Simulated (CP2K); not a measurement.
The O K edge of formaldoxime was computed by TDDFT (CP2K XAS_TDP, aug-cc-pVTZ, TDA) at these levels: BHandHLYP, PBEh(45%) and PBEh(45%) + GW2X. The first three lines of O3 (bonded to N and H) with a strength over 0.0015, energy in eV and strength:

| run | first | second | third |
| --- | --- | --- | --- |
| 1 | 530.63 (0.009) | 530.68 (0.037) | 531.03 (0.036) |
| 2 | 534.06 (0.009) | 534.11 (0.037) | 534.46 (0.036) |
| 3 | 533.04 (0.043) | 533.33 (0.037) | 533.44 (0.008) |

Which run is which?

Run 1: PBEh(45%) (45 % exact exchange). Run 2: PBEh(45%) + GW2X (45 % exact exchange). Run 3: BHandHLYP (50 % exact exchange). Self-interaction lifts the core level, so the uncorrected lines rise with the share of exact exchange. The GW2X run keeps the spacings of its parent: 0.05 eV between the first two lines in run 2, 0.05 eV in run 1. Its shift is +3.43 eV, since the Kohn–Sham level at this share of exchange lies that far above the quasiparticle level.

[Hosts, paths, dates, database ids (printed as entryN), source tags and the programs' standing remarks are cut or masked in the printed files.]
